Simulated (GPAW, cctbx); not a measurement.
## BaLiSnBiS6: what bonding does to one electron reflection, worked out

BaLiSnBiS6, F-43m (no. 216), a = 10.3742 Å, b = 10.3742 Å, c = 10.3742 Å, α = 90.00°, β = 90.00°, γ = 90.00°.

```csv
atom,mult.,x,y,z
Bi1,4,0,0,0
Ba1,4,1/4,1/4,3/4
Sn1,4,1/2,0,0
S1,24,1/2,0.2423,0
Li1,4,1/4,3/4,3/4
```

The start was made by putting kin elements into a known structure type; the compound need not exist, or be stable, in this form.

A DFT run (GPAW, PBE, 550 eV, 3×3×3 k-points, Fermi–Dirac width 0.05 eV) gives the static X-ray structure factor of 222 as 25.409 e for the conventional cell; superposed free atoms give 21.919 e. **Problem.** Find the Fourier component V of the crystal potential and the two-beam extinction distance at 300 kV in both cases.

### 1. Geometry

The cell volume is Ω = 1116.52 Å³ and d(222) = 2.9948 Å, so g = 1/d = 0.3339 Å⁻¹.

### 2. The nuclei

Electrons feel nuclei as well as electrons, so the nuclear charges are summed with the same phases.

Phase sums Σ exp(2πi h·x), turned so that the total is real and positive: Bi -4.000, Ba +4.000, Sn -4.000, S +23.889, Li +4.000. Then F_Z = 83 × (-4.000) + 56 × (+4.000) + 50 × (-4.000) + 16 × (+23.889) + 3 × (+4.000) = 86.22 e. The electron term has the same sign for this reflection.

### 3. Mott–Bethe

Poisson's equation, term by term, gives V = (e/4πε₀)(F_Z − F)/(πΩg²), with e/4πε₀ = 14.3996 V Å.

The prefactor is 14.3996 × 2.9948²/(π × 1116.52) = 0.03682 V per electron. Free atoms: (86.22 − 21.919) × 0.03682 = 2.367 V. Crystal: (86.22 − 25.409) × 0.03682 = 2.239 V. F changes by +15.92 % and V by -5.4 %: the same 3.49 e is measured against F_Z − F = 64.3 e in place of F = 21.9 e.

### 4. Extinction distance

In the two-beam case ξ = 1/(λU) with U = 2γm₀eV/h², that is ξ = 150.41 V Å²/(γλV).

At 300 kV, λ = 0.01969 Å and γ = 1.5871. Free atoms: ξ = 2033 Å. Crystal: ξ = 2150 Å. The thickness fringes go as sin²(πt/ξ), so the two patterns slip by a quarter of a period when t|1/ξ₁ − 1/ξ₀| = 1/4, at t ≈ 937 nm, thicker than usual samples. Thermal motion, absorption and many-beam coupling, left out here, change a real pattern.

### 5. Answer

V(222) is 2.24 V against 2.37 V, and ξ is 2150 against 2033 Å. Limits: static atoms, two beams.

[Outputs are excerpts: Python notices, other lines and further rows are left out; steps that failed or that the build refused (PBEsol, TPSS) are not shown.]

[Logs are printed without paths, hosts, clocks, repeated set-up lines and the standing remarks that a program may print on its own settings, such as how far it seeks lower states.]
